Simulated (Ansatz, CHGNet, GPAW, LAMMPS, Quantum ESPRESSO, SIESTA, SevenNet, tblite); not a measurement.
## GPAW runs on glassy 40SiO2-28Al2O3-16Li2O-16SrO (mol %) (85 atoms)

Wanted: GPAW inputs and outputs for glassy 40SiO2-28Al2O3-16Li2O-16SrO (mol %) (85 atoms), checked against a plane-wave reference.

Main program and level: GPAW 26.7.0; the method is named at each step.

### Step 1. The starting structure

The cell holds 85 atoms: 10 Si, 14 Al, 8 Li, 4 Sr and 49 O. Its edges and angles: a = 9.957 Å, b = 9.957 Å, c = 9.957 Å, α = 90.0°, β = 90.0°, γ = 90.0°. 85 atoms (10 Si, 14 Al, 8 Li, 4 Sr, 49 O) placed at random at 3.11 g/cm³, melted at 4000 K for 10 ps at fixed volume with the Morse and Coulomb pair potential with partial charges (Pedone, Malavasi, Menziani, Cormack and Segre, J. Phys. Chem. B 110, 11780 (2006)). Quenched from 4000 K to 300 K at 6 K/ps and fixed volume, held 5 ps, then minimised at fixed cell.

The yardstick, on the same geometry:

| Quantity | Value |
| --- | --- |
| method | Kohn-Sham DFT, PBE, PAW, plane waves (Ansatz 0.2.0); cutoff 420 eV, Γ point, fermi-dirac smearing of 0.05 eV; PAW set soft_2 |
| r.m.s. force component | 0.7504 eV/Å |
| longest force | 2.869 eV/Å |
| pressure | 7.415 GPa |
| gap (highest filled to lowest empty level) | 3.642 eV |
| SCF cycles | 9 |
| time | 14 s on 4 threads of Arm Neoverse V1, shared host |
| CPU time | 50 s |

### Step 2. PBE, LCAO dzp, h 0.18 Å

Method: Kohn-Sham DFT, PBE, PAW, atomic orbitals (dzp).

The input, run.py:

```python
import numpy as np
from ase.io import read
from gpaw import GPAW, FermiDirac

atoms = read("structure.xyz")
atoms.calc = GPAW(
    mode="lcao",
    basis="dzp",
    h=0.18,
    xc="PBE",
    kpts={"size": (1, 1, 1), "gamma": True},
    occupations=FermiDirac(0.05),
    maxiter=200,
    symmetry={"point_group": False},
    txt="gpaw.txt",
)
energy = atoms.get_potential_energy(force_consistent=True)
forces = atoms.get_forces()
print(f"energy {energy:.6f} eV")
print("forces (eV/A)")
for i, (a, f) in enumerate(zip(atoms, forces)):
    print(f"{i:4d} {a.symbol:2s} {f[0]:10.5f} {f[1]:10.5f} {f[2]:10.5f}")
print(f"Fermi level {atoms.calc.get_fermi_level():.4f} eV")
for k in range(len(atoms.calc.get_ibz_k_points())):
    for s in range(atoms.calc.get_number_of_spins()):
        e = atoms.calc.get_eigenvalues(kpt=k, spin=s)
        n = np.searchsorted(e, atoms.calc.get_fermi_level())
        print(f"k {k} spin {s} levels about the Fermi level:", np.round(e[max(n - 6, 0):n], 4).tolist(), "|", np.round(e[n:n + 6], 4).tolist())
```

The input, structure.xyz:

```xyz
85
Lattice="9.95650 0.00000 0.00000 0.00000 9.95650 0.00000 0.00000 0.00000 9.95650" Properties=species:S:1:pos:R:3 pbc="T T T"
Si 0.44077 9.13310 2.05413
Si 9.64954 6.20409 8.09165
Si 3.48398 2.33739 2.91447
Si 2.94234 1.64252 0.03624
Si 5.66246 9.04598 1.20344
Si 6.65383 4.54664 2.00414
Si 7.34999 8.45227 5.83053
Si 2.41495 5.33479 2.21443
Si 2.64773 9.28991 7.84064
Si 5.26161 5.44591 4.77952
Al 0.31921 2.91526 6.07426
Al 8.32473 7.08863 0.82987
Al 4.81466 8.64374 4.38793
Al 3.34538 2.88211 5.76909
Al 5.31368 0.40792 6.83862
Al 6.76942 5.92760 7.45523
Al 1.80004 0.40174 4.81387
Al 8.02852 3.39218 8.31895
Al 8.54377 0.98579 4.98323
Al 1.97477 3.89638 8.37332
Al 5.01489 4.34571 9.09516
Al 2.82406 7.69976 0.28177
Al 6.16168 1.75613 9.47042
Al 6.66140 1.90318 3.49941
Li 8.02653 1.08167 1.40705
Li 7.90297 4.07918 5.23154
Li 5.46761 8.02753 8.48334
Li 7.56694 8.64105 2.96963
Li 5.14532 6.45689 0.56951
Li 2.49540 8.12321 3.25130
Li 5.92242 3.10274 6.31999
Li 0.22681 8.62193 5.79757
Sr 2.50645 6.25149 6.28484
Sr 9.82149 2.98396 1.43672
Sr 9.61907 6.20698 3.80816
Sr 9.06290 0.14009 8.58718
O 1.70993 9.68479 6.60196
O 9.90443 0.42196 1.22176
O 0.20879 1.49547 5.07642
O 6.01691 9.40342 5.48085
O 6.85814 8.05132 0.74953
O 7.36313 3.21525 2.56101
O 5.62423 6.02309 8.68605
O 8.47338 9.57775 6.04399
O 7.84333 0.60396 3.39158
O 4.77992 6.95870 4.95844
O 8.28301 5.17658 8.01090
O 1.92011 3.11907 6.73657
O 3.54242 4.49138 8.28072
O 7.68164 7.59283 4.59403
O 4.16182 9.17063 7.39001
O 6.28882 3.46387 8.20077
O 3.08363 3.85834 2.49629
O 6.41089 5.17419 5.91147
O 7.77672 5.57843 1.49945
O 9.19911 2.59895 7.39419
[... 25 atom lines left out ...]
O 4.13802 4.34810 5.23563
O 1.86226 2.78782 9.66935
O 0.91719 5.12650 1.77654
O 7.03586 7.61881 7.11810
```

Launch:

```sh
> OMP_NUM_THREADS=1 python run.py > output.txt
```

The program printed:

```text
energy -567.529146 eV
forces (eV/A)
   0 Si    0.83631   -0.07680   -0.49782
   1 Si   -1.01439   -0.40041   -0.51285
   2 Si    0.15650    1.24006   -1.17840
   3 Si    1.37713    0.40800    0.09107
   4 Si   -0.50338   -0.07138    0.39504
   5 Si   -0.94107    0.15807    0.56509
   6 Si   -0.73882   -0.05327   -0.68050
   7 Si    0.14515   -0.10797    0.93149
   8 Si    0.69468    0.42080    0.50932
   9 Si    0.11367   -0.22633   -0.10322
  10 Al   -0.40748    0.57690    0.05568
  11 Al   -0.12381   -0.06775   -0.56904
  12 Al    0.44471   -0.48861   -0.19503
  13 Al    0.48489    0.15045   -0.53864
  14 Al   -0.31830    0.13599   -0.00278
  15 Al    0.18885   -0.01386   -0.77715
  16 Al    0.95636    0.19084   -0.34424
  17 Al    0.01017    0.86245    0.24667
  18 Al   -1.47937    0.43565   -0.80460
  19 Al    0.21783   -0.60793    0.13280
  20 Al    0.42613   -0.32942    0.32315
  21 Al   -0.35433    0.18476    0.56158
  22 Al   -0.62046    0.07697   -0.31949
  23 Al   -0.03510   -0.04853    0.76518
[...]
77 O     0.27417   -0.26247    0.21264
  78 O    -1.16415   -1.90340    0.54957
  79 O    -0.07678   -0.37658    2.15081
  80 O     1.19035   -0.73427    0.67476
  81 O    -0.96321    0.21818    0.20459
  82 O    -2.39157    0.28436    1.12110
  83 O    -3.53758   -1.02050   -0.90798
  84 O    -0.48487   -0.02307    3.06293
Fermi level 5.4061 eV
k 0 spin 0 levels about the Fermi level: [3.2191, 3.2828, 3.5057, 3.634, 3.8655, 3.984] | [7.5291, 8.674, 8.9871, 9.2374, 9.2857, 9.3783]
```

gpaw.txt:

```text
Input parameters:
  mode=LCAO(),
  basis={'default': 'dzp'},
  h=0.18,
  kpts=MonkhorstPack(size=(1, 1, 1), gamma=True),
  maxiter=200,
  occupations=Occupations(name='fermi-dirac', width=0.05, fixmagmom=False),
  symmetry=Symmetry(point_group=False),
  xc=XC(name='PBE')
Unit cell  # Å
| periodic |        x |        y |        z |  lengths |    angles |
|----------|----------|----------|----------|----------|-----------|
|      yes | 9.956500 | 0.000000 | 0.000000 | 9.956500 | 90.000000 |
|      yes | 0.000000 | 9.956500 | 0.000000 | 9.956500 | 90.000000 |
|      yes | 0.000000 | 0.000000 | 9.956500 | 9.956500 | 90.000000 |
Number of symmetries: 1
Symmetry operations  # r_c * U_cc + t_c -> r_c
|   | kind |            matrix            |
|---|------|------------------------------|
| 0 |  E   |  1, 0, 0,  0, 1, 0,  0, 0, 1 |
BZ-sampling:
  Number of BZ points: 1
  Number of IBZ points: 1
  Monkhorst-Pack size: [1, 1, 1]
  Monkhorst-Pack shift: [0, 0, 0]
[... lines left out ...]
eigensolver:
density mixing:
  MSR1-Mixer
occupation numbers:
  Fermi-Dirac:
    width: 0.0500  # eV
FastPoissonSolver using
    Stencil: 6*3+1=19 point O(h^6) finite-difference Laplacian
xc functional:
  name: PBE with 2 nearest neighbor stencil
interpolation: tri-quintic # 5. degree polynomial
Initialization done in: 13.569 s
convergence criteria:
- Maximum [total energy] change in last 3 cyles: 0.0005 eV / valence electron
- Maximum integral of absolute [dens]ity change: 0.0001 electrons / valence electron
- Maximum integral of absolute [eigenst]ate change: 4e-08 eV^2 / valence electron
maximum number of iterations: 200
SCF iterations
|iter     |      energy | eigst |  dens |
|---------|-------------|-------|-------|
|iter:   1| -619.301817 |      c|       |
|iter:   2| -605.807959 |      c| -0.77 |
|iter:   3| -566.903995 |      c| -0.82 |
|iter:   4| -567.311857 |      c| -1.42 |
|iter:   5| -567.571717 |      c| -1.71 |
|iter:   6| -567.530113 |      c| -2.30 |
|iter:   7| -567.529409c|      c| -3.06 |
|iter:   8| -567.529152c|      c| -3.41 |
|iter:   9| -567.529145c|      c| -3.90 |
|iter:  10| -567.529146c|      c| -4.38c|
Converged in 10 steps
SCF loop duration: 275.336 s (27.534 s/step)
Energy contributions relative to reference atoms: (reference = -618922.513560)
Energy contributions:
  Kinetic:         822.015376
  Coulomb:        -710.713206
  Zero:              7.174440
  External:          0.000000
  Xc:             -686.005756
  Entropy:          -0.000000
  Spinorbit:         0.000000
  ----------------------------
  Free energy:    -567.529146
  Extrapolated:   -567.529146
dipole moment: (109.885666, -25.376048, 3.566296)  # |e|*Ang
Fermi level: 5.406
Eigenvalues  # (at kpt = [0.000, 0.000, 0.000])
| band index |      eig [eV] | occ [0-2] |
|------------|---------------|-----------|
|          0 |       -30.457 |     2.000 |
|        ... |               |           |
|        204 |         3.171 |     2.000 |
|        205 |         3.188 |     2.000 |
[...]
|        219 |         9.692 |     0.000 |
|        ... |               |           |
|        258 |        12.382 |     0.000 |
Gap: 3.545 eV
Transition (v -> c):
  (s=0, k=0, n=211, [0.00, 0.00, 0.00]) -> (s=0, k=0, n=212, [0.00, 0.00, 0.00])
No difference between direct/indirect transitions
Force computation time: 72.735  # s
timing:  # [seconds]
  Total:  361.687  # ━━━━━━━━━━━━━━━━━━━━━━━━━━━━━━━━━━━━━━━━━━━━━━━━━━━━━━━━
  Init:    13.569  # ━━
  SCF:    275.336  # ━━━━━━━━━━━━━━━━━━━━━━━━━━━━━━━━━━━━━━━━━━╸
  Forces:  72.735  # ━━━━━━━━━━━╸
```

Run time: 6.1 min. Hardware: 1 thread of Arm Neoverse V1, shared host; peak memory 1.8 GiB.

Banners, paths, timers and routine set-up lines are dropped from the logs unmarked, and long logs keep their key lines alone; longer cuts are marked.

Numbers from this run, and their distance from the reference:

```
r.m.s. force component                           : 1.012 eV/Å
r.m.s. difference of force components            : 297.3 meV/Å
longest difference of force vectors              : 1069 meV/Å
force difference over r.m.s. force               : 39.62 %
slope of forces against the reference's          : 1.331
correlation of force components                  : 0.9868
gap (highest filled to lowest empty level) : 3.545 eV
gap difference                                   : -0.0969 eV
```

This run lies far from the reference in forces at the same functional. Basis and potentials both differ; the latter hold 424 valence electrons against the reference's 440.

Length of the force difference by element (eV/Å):

```tsv
element	atoms	mean	most
Al	14	0.21	0.36
Li	8	0.10	0.23
O	49	0.62	1.1
Si	10	0.19	0.28
Sr	4	0.077	0.11
```

Levels nearest the highest filled one (eV from it): -0.76, -0.70, -0.48, -0.35, -0.12, 0.00, 3.55, 4.69, 5.00, 5.25, 5.30, 5.39.

Local excerpt of 9 atoms (numbers count through the whole input) about O50, which bears the longest force; x, y, z are measured from there.

```tsv
atom	x	y	z	distance (Å)	bonds	Fx	Fy	Fz (eV/Å)
O50	0.00	0.00	0.00	0.00	3	1.09	-1.85	-3.27
Si7	-0.33	0.86	1.24	1.54	4	-0.74	-0.05	-0.68
Li28	-0.11	1.05	-1.62	1.94	5	-0.10	0.15	0.44
Sr35	1.94	-1.39	-0.79	2.51	7	0.52	-0.66	-0.02
O44	0.79	1.98	1.45	2.58	4	2.32	0.69	2.14
O85	-0.65	0.03	2.52	2.61	3	-0.48	-0.02	3.06
O40	-1.66	1.81	0.89	2.61	3	-0.44	0.88	-0.18
Li32	2.50	1.03	1.20	2.96	4	-0.51	-0.28	0.45
O46	-2.90	-0.63	0.36	2.99	3	-1.27	0.98	0.63
```

Atoms are counted from 1 here, from 0 in the log.

Forces lie 40 % from the reference's, at 7.2 times its CPU time (on 1 against 4 cores).

The difference per atom is largest on O (0.62 eV/Å on average, against 0.21 on Al).

### Step 3. revPBE, LCAO dzp, h 0.18 Å

Method: Kohn-Sham DFT, revPBE, PAW, atomic orbitals (dzp).

run.py: that of step 2 with these lines changed.

```diff
@@ -9,3 +9,3 @@
     h=0.18,
-    xc="PBE",
+    xc="revPBE",
     kpts={"size": (1, 1, 1), "gamma": True},
```

structure.xyz is that of step 2.

The program printed:

```text
energy -541.269526 eV
forces (eV/A)
   0 Si    0.85062   -0.06047   -0.50395
   1 Si   -1.03541   -0.39860   -0.52453
   2 Si    0.16246    1.25727   -1.18388
   3 Si    1.38905    0.41552    0.09250
   4 Si   -0.51444   -0.06417    0.39935
   5 Si   -0.95306    0.15858    0.56832
[...]
82 O    -2.48262    0.28688    1.16484
  83 O    -3.64595   -1.02394   -0.96908
  84 O    -0.47782    0.01930    3.14539
Fermi level 5.5520 eV
k 0 spin 0 levels about the Fermi level: [3.3508, 3.4109, 3.6505, 3.7729, 4.0084, 4.1228] | [7.801, 8.9443, 9.2377, 9.4812, 9.5285, 9.6351]
```

gpaw.txt:

```text
Input parameters:
  mode=LCAO(),
  basis={'default': 'dzp'},
  h=0.18,
  kpts=MonkhorstPack(size=(1, 1, 1), gamma=True),
  maxiter=200,
  occupations=Occupations(name='fermi-dirac', width=0.05, fixmagmom=False),
[... lines left out ...]
  Fermi-Dirac:
[... lines left out ...]
convergence criteria:
- Maximum [total energy] change in last 3 cyles: 0.0005 eV / valence electron
[... lines left out ...]
Converged in 10 steps
[... lines left out ...]
  Free energy:    -541.269526
[... lines left out ...]
Fermi level: 5.552
[... lines left out ...]
|        ... |               |           |
|        258 |        12.625 |     0.000 |
Gap: 3.678 eV
Transition (v -> c):
  (s=0, k=0, n=211, [0.00, 0.00, 0.00]) -> (s=0, k=0, n=212, [0.00, 0.00, 0.00])
No difference between direct/indirect transitions
Force computation time: 72.698  # s
timing:  # [seconds]
  Total:  360.133  # ━━━━━━━━━━━━━━━━━━━━━━━━━━━━━━━━━━━━━━━━━━━━━━━━━━━━━━━━
  Init:    13.549  # ━━
  SCF:    273.845  # ━━━━━━━━━━━━━━━━━━━━━━━━━━━━━━━━━━━━━━━━━━╸
  Forces:  72.698  # ━━━━━━━━━━━╸
```

It took 6 min on 1 thread; peak memory 1.8 GiB.

Numbers from this run, and their distance from the reference:

* r.m.s. force component: 1.038 eV/Å
* r.m.s. difference of force components: 326 meV/Å
* longest difference of force vectors: 1172 meV/Å
* force difference over r.m.s. force: 43.44 %
* slope of forces against the reference's: 1.362
* correlation of force components: 0.9848
* gap (highest filled to lowest empty level): 3.678 eV
* gap difference: 0.0362 eV

Against the first run (40 %), the force difference from the reference is 43 %, at 1.00 times the CPU time; the model has changed, so this is no error of the program alone.

The difference per atom is largest on O (0.67 eV/Å on average, against 0.23 on Al).

### Step 4. PBE, LCAO sz(dzp), h 0.18 Å

Method: Kohn-Sham DFT, PBE, PAW, atomic orbitals (sz(dzp)).

run.py: that of step 3 with these lines changed.

```diff
@@ -7,5 +7,5 @@
     mode="lcao",
-    basis="dzp",
+    basis="sz(dzp)",
     h=0.18,
-    xc="revPBE",
+    xc="PBE",
     kpts={"size": (1, 1, 1), "gamma": True},
```

structure.xyz is that of step 3.

The program printed:

```text
energy -465.625417 eV
forces (eV/A)
   0 Si    1.10021   -0.31994   -0.12883
   1 Si   -0.55052   -0.71583    0.23075
   2 Si    0.03310    1.18652   -1.39405
   3 Si    0.81111   -1.19136    0.59853
   4 Si   -1.18119    0.57854    0.37250
   5 Si   -1.21344    0.37640    0.69289
   6 Si   -0.71123    0.09031    0.64462
   7 Si    2.07939   -1.37655    0.50671
   8 Si   -0.09133    1.04492    0.15364
   9 Si   -0.06285   -0.35667   -0.90933
  10 Al    0.49253    0.20482    0.16881
  11 Al    0.07129   -0.11530   -0.62541
[...]
80 O     2.45514   -2.06003    0.61305
  81 O    -2.07496   -0.87536    0.79675
  82 O    -3.69720    1.66224    0.91686
  83 O    -6.42585   -1.64826   -1.46283
  84 O    -0.92634   -1.07856    4.50427
Fermi level 6.9095 eV
k 0 spin 0 levels about the Fermi level: [4.665, 4.6977, 4.8523, 4.906, 5.1347, 5.2975] | [8.2601, 9.8908, 10.0665, 10.2681, 10.3087, 10.4644]
```

gpaw.txt:

```text
Input parameters:
  mode=LCAO(),
  basis={'default': 'sz(dzp)'},
  h=0.18,
  kpts=MonkhorstPack(size=(1, 1, 1), gamma=True),
  maxiter=200,
  occupations=Occupations(name='fermi-dirac', width=0.05, fixmagmom=False),
  symmetry=Symmetry(point_group=False),
  xc=XC(name='PBE')
[... lines left out ...]
  Fermi-Dirac:
[... lines left out ...]
convergence criteria:
- Maximum [total energy] change in last 3 cyles: 0.0005 eV / valence electron
[... lines left out ...]
Converged in 10 steps
[... lines left out ...]
  Free energy:    -465.625417
[... lines left out ...]
Fermi level: 6.910
[... lines left out ...]
|          0 |       -29.221 |     2.000 |
|        ... |               |           |
|        204 |         4.447 |     2.000 |
|        205 |         4.473 |     2.000 |
[...]
|        219 |        10.748 |     0.000 |
|        ... |               |           |
|        258 |        14.174 |     0.000 |
Gap: 2.963 eV
Transition (v -> c):
  (s=0, k=0, n=211, [0.00, 0.00, 0.00]) -> (s=0, k=0, n=212, [0.00, 0.00, 0.00])
No difference between direct/indirect transitions
Force computation time: 15.035  # s
timing:  # [seconds]
  Total:  90.347  # ━━━━━━━━━━━━━━━━━━━━━━━━━━━━━━━━━━━━━━━━━━━━━━━━━━━━━━━━━
  Init:    9.303  # ━━━━━━
  SCF:    65.971  # ━━━━━━━━━━━━━━━━━━━━━━━━━━━━━━━━━━━━━━━━━╸
  Forces: 15.035  # ━━━━━━━━━╸
```

Elapsed: 92 s, on 1 thread; peak memory 1.3 GiB.

Compared with the plane-wave run:

```
r.m.s. force component                           : 1.661 eV/Å
r.m.s. difference of force components            : 1054 meV/Å
longest difference of force vectors              : 4203 meV/Å
force difference over r.m.s. force               : 140.4 %
slope of forces against the reference's          : 1.964
correlation of force components                  : 0.8875
gap (highest filled to lowest empty level) : 2.963 eV
gap difference                                   : -0.6794 eV
```

This is a coarse setting, run to see what it loses.

Against the first run (40 %), the force difference from the reference is 140 %, at 0.25 times the CPU time, with 352 basis functions against 1105: the smaller basis costs accuracy.

### Step 5. All runs compared

Differences are against the plane-wave reference, forces as r.m.s. over components; share is that over the reference's r.m.s. force, slope the least-squares factor from reference forces to these. Total energies of different programs have different zeros and aren't compared.

```tsv
run	Δ force, r.m.s. (meV/Å)	share (%)	slope	Δ gap (eV)	cores	CPU time	memory (GiB)
reference	-	-	-	-	4	50 s	1.2
GPAW PBE, LCAO dzp, h 0.18 Å	297	39.6	1.331	-0.0969	1	6 min	1.8
GPAW revPBE, LCAO dzp, h 0.18 Å	326	43.4	1.362	0.0362	1	6 min	1.8
GPAW PBE, LCAO sz(dzp), h 0.18 Å (coarse)	1054	140	1.964	-0.679	1	92 s	1.3
```

Rows marked coarse were listed beforehand as settings not expected to be converged; some can still land near the reference.

CPU time is summed over cores on a shared host, where runs went side by side, so it is rough. Symmetry, cutoffs, thresholds, outputs and thread counts weren't matched or tuned between programs; memory under MPI is the largest rank's times the ranks.

### Step 6. Results

```yaml
nearest_in_forces: GPAW PBE, LCAO dzp, h 0.18 Å, 40 %
its_cpu_time: 6 min
```

What this shows: The PBE run in local orbitals, coarse settings apart, differs by 40 % (GPAW PBE, LCAO dzp, h 0.18 Å); basis, grid and potentials can all enter. Rows with another functional or a dispersion term differ by 43 % (GPAW revPBE, LCAO dzp, h 0.18 Å), which mixes the change of model with differences of basis and potentials. Runs with settings chosen to be coarse differ by 140 % (GPAW PBE, LCAO sz(dzp), h 0.18 Å), their programs' other errors included. None of the electronic-structure runs in the table takes under half the reference's CPU time of 50 s; they take 1.8 to 7.2 times as much. GPAW PBE, LCAO dzp, h 0.18 Å stiffens the forces by a factor of 1.33 while following their directions (correlation 0.987); the difference isn't even, but is largest on one element. At the same functional, gaps differ from the reference's 3.64 eV by between -0.68 and -0.10 eV. The potentials hold different valence shells: 440 electrons in the reference, 424 in GPAW; this bears on time and differences. The quench rate of 6 K/ps is many orders above laboratory rates, so the cell is likely richer in defects and strain than a real sample. The network of bonds at the start is that of the classical potential that made the cell, and needn't be the one that DFT or experiment would give. The reference's pressure of 7.4 GPa belongs to a cell and atoms that aren't relaxed at this level. The electronic-structure runs sample only Γ, in a cell whose shortest periodic width is 10 Å.

[Also dropped from logs without a mark: logging warnings of Python, and SIESTA's first energy breakdown and zero terms.]

[Logs are printed without paths, hosts, clocks, repeated set-up lines and the standing remarks that a program may print on its own settings, such as how far it seeks lower states.]

[Hosts, paths, dates, database ids (printed as entryN), source tags and the programs' standing remarks are cut or masked in the printed files.]
